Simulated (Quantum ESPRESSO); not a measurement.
# Collinear magnetic orders of MnF2 with Quantum ESPRESSO

Aim: find out which collinear order of MnF2 costs least.

Method: LDA with U = 4 eV on Mn d (ortho-atomic projectors); plane waves with GBRV 1.5 LDA potentials, no spin-orbit coupling, in Quantum ESPRESSO 7.5.

## 1. The structure

Symmetry: P4_2/mnm, No. 136, tetragonal system. Conventional cell: a = 4.874 Å, b = 4.874 Å, c = 3.311 Å, α = 90.00°, β = 90.00°, γ = 90.00°. Nearest to Mn lie 6 F at 2.10 to 2.13 Å. Nearest to F lie 3 Mn at 2.10 to 2.13 Å. Farther neighbours and most contacts between anions are not listed.

Structure file:

```cif
data_structure
_symmetry_space_group_name_H-M 'P 1'
_symmetry_Int_Tables_number 1
_cell_length_a 4.8738
_cell_length_b 4.8738
_cell_length_c 3.3107
_cell_angle_alpha 90.000
_cell_angle_beta 90.000
_cell_angle_gamma 90.000
_cell_volume 78.64
loop_
_atom_site_label
_atom_site_type_symbol
_atom_site_fract_x
_atom_site_fract_y
_atom_site_fract_z
_atom_site_occupancy
Mn1 Mn 0.00000 0.00000 0.00000 1
Mn2 Mn 0.50000 0.50000 0.50000 1
F3 F 0.30530 0.30530 0.00000 1
F4 F 0.19470 0.80530 0.50000 1
F5 F 0.69470 0.69470 0.00000 1
F6 F 0.80530 0.19470 0.50000 1
```

The cell comes from the Crystallography Open Database.

## 2. Run 1, typed as ferro ++

The signs are those of the starting moments on the seeded atoms, the atoms that are given a moment.

pw.in

```
&CONTROL
  calculation = 'scf'
  prefix = 'pwscf'
  outdir = './tmp'
  pseudo_dir = './pseudo'
  disk_io = 'nowf'
/
&SYSTEM
  ibrav = 0
  celldm(1) = 8
  nat = 6
  ntyp = 2
  ecutwfc = 40
  ecutrho = 280
  nbnd = 44
  occupations = 'smearing'
  smearing = 'fd'
  degauss = 0.00367493
  nspin = 2
  starting_magnetization(1) = 0.3
  starting_magnetization(2) = 0
/
&ELECTRONS
  conv_thr = 1.2d-08
  electron_maxstep = 150
  mixing_beta = 0.3
/
ATOMIC_SPECIES
Mn     54.9380 mn_lda_v1.5.uspp.F.UPF
F      18.9984 f_lda_v1.4.uspp.F.UPF
CELL_PARAMETERS alat
   1.1512683982751    0.0000000000000    0.0000000000000
   0.0000000000000    1.1512683982751    0.0000000000000
   0.0000000000000    0.0000000000000    0.7820395350998
ATOMIC_POSITIONS crystal
Mn      0.0000000000    0.0000000000    0.0000000000
Mn      0.5000000000    0.5000000000    0.5000000000
F       0.3053000000    0.3053000000    0.0000000000
F       0.1947000000    0.8053000000    0.5000000000
F       0.6947000000    0.6947000000    0.0000000000
F       0.8053000000    0.1947000000    0.5000000000
K_POINTS automatic
6 6 6 0 0 0
HUBBARD {ortho-atomic}
U Mn-3d 4.0000
```

The run is started by

```console
$ OMP_NUM_THREADS=1 mpirun -n 4 pw.x -nk 4 -in pw.in > pw.out
```

What it wrote:

```text
Program PWSCF v.7.5 starts

     Message from routine setup:
     using ibrav=0 with symmetry is DISCOURAGED, use correct ibrav instead

     K-points division:     npool     =       4
     Subspace diagonalization in iterative solution of the eigenvalue problem:

     G-vector sticks info
     --------------------
     sticks:   dense  smooth     PW     G-vecs:    dense   smooth      PW
     Sum        1893    1085    333                42069    18157    3081

     Using Slab Decomposition

     bravais-lattice index     =            0
     lattice parameter (alat)  =       8.0000  a.u.
     unit-cell volume          =     530.7034 (a.u.)^3
     number of atoms/cell      =            6
     number of atomic types    =            2
     number of electrons       =        58.00
     number of Kohn-Sham states=           44
     kinetic-energy cutoff     =      40.0000  Ry
     charge density cutoff     =     280.0000  Ry
     scf convergence threshold =      1.2E-08
     mixing beta               =       0.3000
     number of iterations used =            8  plain     mixing
     Exchange-correlation=  SLA  PZ   NOGX NOGC
                           (   1   1   0   0   0   0   0)
     Hubbard projectors: ortho-atomic
     Hubbard parameters of DFT+U (Dudarev formulation) in eV:
     U(Mn-3d) =  4.0000

     Internal variables: lda_plus_u =T, lda_plus_u_kind = 0

     Internal variables: orbital_resolved =F, hub_pot_fix =F, apply_U = F

     celldm(1)=   8.000000  celldm(2)=   0.000000  celldm(3)=   0.000000
     celldm(4)=   0.000000  celldm(5)=   0.000000  celldm(6)=   0.000000

     crystal axes: (cart. coord. in units of alat)
               a(1) = (   1.151268   0.000000   0.000000 )
               a(2) = (   0.000000   1.151268   0.000000 )
               a(3) = (   0.000000   0.000000   0.782040 )

     reciprocal axes: (cart. coord. in units 2 pi/alat)
               b(1) = (  0.868607  0.000000  0.000000 )
               b(2) = (  0.000000  0.868607  0.000000 )
               b(3) = (  0.000000  0.000000  1.278708 )

     PseudoPot. # 1 for Mn read from file:
     mn_lda_v1.5.uspp.F.UPF
     Pseudo is Ultrasoft + core correction, Zval = 15.0
     Generated by new atomic code, or converted to UPF format
     Using radial grid of  859 points,  6 beta functions with:
                l(1) =   0
                l(2) =   0
                l(3) =   1
                l(4) =   1
                l(5) =   2
                l(6) =   2
     Q(r) pseudized with  8 coefficients,  rinner =    0.950   0.950   0.950
                                                       0.950   0.950

     PseudoPot. # 2 for F  read from file:
     f_lda_v1.4.uspp.F.UPF
     Pseudo is Ultrasoft, Zval =  7.0
     Generated by new atomic code, or converted to UPF format
     Using radial grid of  799 points,  4 beta functions with:
                l(1) =   0
                l(2) =   0
                l(3) =   1
                l(4) =   1
     Q(r) pseudized with  8 coefficients,  rinner =    0.950   0.950   0.950

     atomic species   valence    mass     pseudopotential
     Mn               15.00    54.93800     Mn( 1.00)
     F                 7.00    18.99840     F ( 1.00)

     Starting magnetic structure
     atomic species   magnetization
     Mn              0.300
     F               0.000

     16 Sym. Ops., with inversion, found ( 8 have fractional translation)

   Cartesian axes

     site n.     atom                  positions (alat units)
         1        Mn     tau(   1) = (   0.0000000   0.0000000   0.0000000  )
         2        Mn     tau(   2) = (   0.5756342   0.5756342   0.3910198  )
         3        F      tau(   3) = (   0.3514822   0.3514822   0.0000000  )
         4        F      tau(   4) = (   0.2241520   0.9271164   0.3910198  )
         5        F      tau(   5) = (   0.7997862   0.7997862   0.0000000  )
         6        F      tau(   6) = (   0.9271164   0.2241520   0.3910198  )

     number of k points=    40  Fermi-Dirac smearing, width (Ry)=  0.0037
                       cart. coord. in units 2pi/alat
        k(    1) = (   0.0000000   0.0000000   0.0000000), wk =   0.0046296
        k(    2) = (   0.0000000   0.0000000   0.2131180), wk =   0.0092593
        k(    3) = (   0.0000000   0.0000000   0.4262359), wk =   0.0092593
        k(    4) = (   0.0000000   0.0000000  -0.6393539), wk =   0.0046296
        k(    5) = (   0.0000000   0.1447679   0.0000000), wk =   0.0185185
        [... 35 further k-points ...]

     Dense  grid:    42069 G-vectors     FFT dimensions: (  50,  50,  36)

     Smooth grid:    18157 G-vectors     FFT dimensions: (  40,  40,  30)

     Check: negative core charge=   -0.000039
     Generating pointlists ...
     new r_m :   0.2050 (alat units)  1.6403 (a.u.) for type    1
     new r_m :   0.2050 (alat units)  1.6403 (a.u.) for type    2

     Initial potential from superposition of free atoms

     starting charge      56.9999, renormalised to      58.0000

     STARTING HUBBARD OCCUPATIONS:

     =================== HUBBARD OCCUPATIONS ===================
     ------------------------ ATOM    1 ------------------------
     Tr[ns(  1)] (up, down, total) =   5.00000  0.00000  5.00000
     Atomic magnetic moment for atom   1 =   5.00000
     [... lines left out ...]
     ------------------------ ATOM    2 ------------------------
     Tr[ns(  2)] (up, down, total) =   5.00000  0.00000  5.00000
     Atomic magnetic moment for atom   2 =   5.00000
     [... lines left out ...]
     Number of occupied Hubbard levels =   10.0000

     Atomic wfc used for Hubbard projectors are orthogonalized

     Starting wfcs are   42 randomized atomic wfcs +    2 random wfcs

     Self-consistent Calculation

     iteration #  1     ecut=    40.00 Ry     beta= 0.30
     Davidson diagonalization with overlap
     ethr =  1.00E-02,  avg # of iterations =  5.0

     =================== HUBBARD OCCUPATIONS ===================
     ------------------------ ATOM    1 ------------------------
     Tr[ns(  1)] (up, down, total) =   4.97166  0.13840  5.11006
     Atomic magnetic moment for atom   1 =   4.83326
     [... lines left out ...]
     ------------------------ ATOM    2 ------------------------
     Tr[ns(  2)] (up, down, total) =   4.97166  0.13840  5.11006
     Atomic magnetic moment for atom   2 =   4.83326
     [... lines left out ...]
     Number of occupied Hubbard levels =   10.2201

     Threshold (ethr) on eigenvalues was too large:
     Diagonalizing with lowered threshold

     Davidson diagonalization with overlap
     ethr =  7.39E-04,  avg # of iterations =  1.1

     total energy              =    -616.74968800 Ry
     estimated scf accuracy    <       0.43584512 Ry

     total magnetization       =    10.00 Bohr mag/cell
     absolute magnetization    =    10.00 Bohr mag/cell

     iteration #  2     ecut=    40.00 Ry     beta= 0.30
     Davidson diagonalization with overlap
     ethr =  7.51E-04,  avg # of iterations =  1.6

     total energy              =    -616.81166315 Ry
     estimated scf accuracy    <       0.05292967 Ry

     total magnetization       =    10.00 Bohr mag/cell
     absolute magnetization    =    10.00 Bohr mag/cell

     iteration #  3     ecut=    40.00 Ry     beta= 0.30
     Davidson diagonalization with overlap
     ethr =  9.13E-05,  avg # of iterations =  2.4

     negative rho (up, down):  0.000E+00 7.577E-04

     total energy              =    -616.81847446 Ry
     estimated scf accuracy    <       0.02088587 Ry

     total magnetization       =    10.00 Bohr mag/cell
     absolute magnetization    =    10.00 Bohr mag/cell

     [... further iterations left out ...]

     iteration #  8     ecut=    40.00 Ry     beta= 0.30
     Davidson diagonalization with overlap
     ethr =  5.80E-10,  avg # of iterations =  2.5

     negative rho (up, down):  0.000E+00 1.321E-03

     total energy              =    -616.81979222 Ry
     estimated scf accuracy    <       0.00000120 Ry

     total magnetization       =    10.00 Bohr mag/cell
     absolute magnetization    =    10.00 Bohr mag/cell

     iteration #  9     ecut=    40.00 Ry     beta= 0.30
     Davidson diagonalization with overlap
     ethr =  5.80E-10,  avg # of iterations =  2.5

     negative rho (up, down):  0.000E+00 1.320E-03

     total energy              =    -616.81979264 Ry
     estimated scf accuracy    <       0.00000020 Ry

     total magnetization       =    10.00 Bohr mag/cell
     absolute magnetization    =    10.00 Bohr mag/cell

     iteration # 10     ecut=    40.00 Ry     beta= 0.30
     Davidson diagonalization with overlap
     ethr =  3.52E-10,  avg # of iterations =  1.5

     negative rho (up, down):  0.000E+00 1.320E-03

     total energy              =    -616.81979264 Ry
     estimated scf accuracy    <       0.00000003 Ry

     total magnetization       =    10.00 Bohr mag/cell
     absolute magnetization    =    10.00 Bohr mag/cell

     iteration # 11     ecut=    40.00 Ry     beta= 0.30
     Davidson diagonalization with overlap
     ethr =  5.13E-11,  avg # of iterations =  2.4

     negative rho (up, down):  0.000E+00 1.320E-03

     Magnetic moment per site  (integrated on atomic sphere of radius R)
     atom   1 (R=0.205)  charge= 12.3228  magn=  4.2237
     atom   2 (R=0.205)  charge= 12.3228  magn=  4.2237
     atom   3 (R=0.205)  charge=  6.6887  magn=  0.0776
     atom   4 (R=0.205)  charge=  6.6887  magn=  0.0776
     atom   5 (R=0.205)  charge=  6.6887  magn=  0.0776
     atom   6 (R=0.205)  charge=  6.6887  magn=  0.0776

     End of self-consistent calculation

     =================== HUBBARD OCCUPATIONS ===================
     ------------------------ ATOM    1 ------------------------
     Tr[ns(  1)] (up, down, total) =   4.98748  0.20218  5.18966
     Atomic magnetic moment for atom   1 =   4.78529
     [... lines left out ...]
     ------------------------ ATOM    2 ------------------------
     Tr[ns(  2)] (up, down, total) =   4.98748  0.20218  5.18966
     Atomic magnetic moment for atom   2 =   4.78529
     [... lines left out ...]
     Number of occupied Hubbard levels =   10.3793

     [... lines left out ...]
     the Fermi energy is     6.7238 ev

!    total energy              =    -616.81979265 Ry
     estimated scf accuracy    <          5.4E-10 Ry
     smearing contrib. (-TS)   =      -0.00000000 Ry
     internal energy E=F+TS    =    -616.81979265 Ry

     The total energy is F=E-TS. E is the sum of the following terms:
     one-electron contribution =    -375.00940074 Ry
     hartree contribution      =     211.80559542 Ry
     xc contribution           =     -89.48945861 Ry
     ewald contribution        =    -364.18633894 Ry
     Hubbard energy            =       0.05981021 Ry

     total magnetization       =    10.00 Bohr mag/cell
     absolute magnetization    =    10.00 Bohr mag/cell

     convergence has been achieved in  11 iterations

=------------------------------------------------------------------------------=
   JOB DONE.
=------------------------------------------------------------------------------=
```

Elapsed: 32 s, on 4 MPI ranks of Intel Xeon 6975P-C (Granite Rapids), shared host; peak memory 0.59 GiB.

Spin moment in the atom's sphere by atom:

```tsv
atom	spin moment in the atom's sphere (μB)
Mn1	4.22
Mn2	4.22
F3	0.08
F4	0.08
F5	0.08
F6	0.08
```

Read from the output:

| Item | Value |
| --- | --- |
| smearing term TS | 7.70e-12 eV |
| magnetization | 10 μB |
| absolute magnetization | 10 μB |
| final state | ferromagnetic |

Spin density in the ab plane at fractional z = 0.000, with atoms of Mn and F within 0.2 Å of it.

Values in e/Å³, 13 rows by 14 columns, each cell a mean:
```
5.2 2.2 0.5 0.1 0.0 0.0 0.0 0.0 0.0 0.0 0.0 0.2 0.9 3.8
1.0 0.5 0.2 0.0 0.0 0.0 0.0 0.0 0.0 0.0 0.0 0.1 0.3 0.8
0.2 0.1 0.1 0.0 0.0 0.0 0.0 0.0 0.0 0.0 0.0 0.0 0.0 0.1
0.0 0.0 0.0 0.0 0.0 0.0 0.0 0.0 0.0 0.2 0.2 0.0 0.0 0.0
0.0 0.0 0.0 0.0 0.0 0.0 0.0 0.0 0.0 0.1 0.1 0.0 0.0 0.0
0.0 0.0 0.0 0.0 0.0 0.0 0.0 0.0 0.0 0.0 0.0 0.0 0.0 0.0
0.0 0.0 0.0 0.0 0.0 0.0 0.0 0.0 0.0 0.0 0.0 0.0 0.0 0.0
0.0 0.0 0.0 0.0 0.1 0.0 0.0 0.0 0.0 0.0 0.0 0.0 0.0 0.0
0.0 0.0 0.0 0.1 0.2 0.1 0.0 0.0 0.0 0.0 0.0 0.0 0.0 0.0
0.1 0.0 0.0 0.0 0.1 0.1 0.0 0.0 0.0 0.0 0.0 0.0 0.0 0.1
0.4 0.2 0.1 0.0 0.0 0.0 0.0 0.0 0.0 0.0 0.0 0.1 0.2 0.3
2.7 1.2 0.3 0.1 0.0 0.0 0.0 0.0 0.0 0.0 0.0 0.1 0.6 1.9
7.1 3.3 0.6 0.1 0.0 0.0 0.0 0.0 0.0 0.0 0.0 0.2 1.3 5.3
```
Columns run along a (4.9 Å), rows up along b (4.9 Å). Atoms in or near the plane, at fractional coordinates: Mn at (0.00, 0.00), F at (0.31, 0.31), F at (0.69, 0.69).

Valence density in the ab plane at fractional z = 0.000, with atoms of Mn and F within 0.2 Å of it. It is the smooth field of the valence electrons, not physical close to the nuclei.

Ten steps, logarithmic in the rise over the least value, from '0' (0 e/Å³) to '9' (16 e/Å³), each cell a mean:
```
98410000001269
64200000233235
21000002477522
00000003699631
00000002588520
00000001354310
00123211111100
01357631000000
01479841000000
12478741000000
43345420000023
86322100000147
99510000000269
```
Columns run along a (4.9 Å), rows up along b (4.9 Å). Atoms in or near the plane, at fractional coordinates: Mn at (0.00, 0.00), F at (0.31, 0.31), F at (0.69, 0.69).

[end of part 1 of 2]

[Logs and program files are shortened in this print: banners, set-up blocks, solver, clock and traceback lines can be left out without a mark of their own.]

[Logs are printed without paths, hosts, clocks, repeated set-up lines and the standing remarks that a program may print on its own settings, such as how far it seeks lower states.]

[Hosts, paths, dates, database ids (printed as entryN), source tags and the programs' standing remarks are cut or masked in the printed files.]

[Where a cell is said to come from a database of computed structures, the database is the Materials Project.]
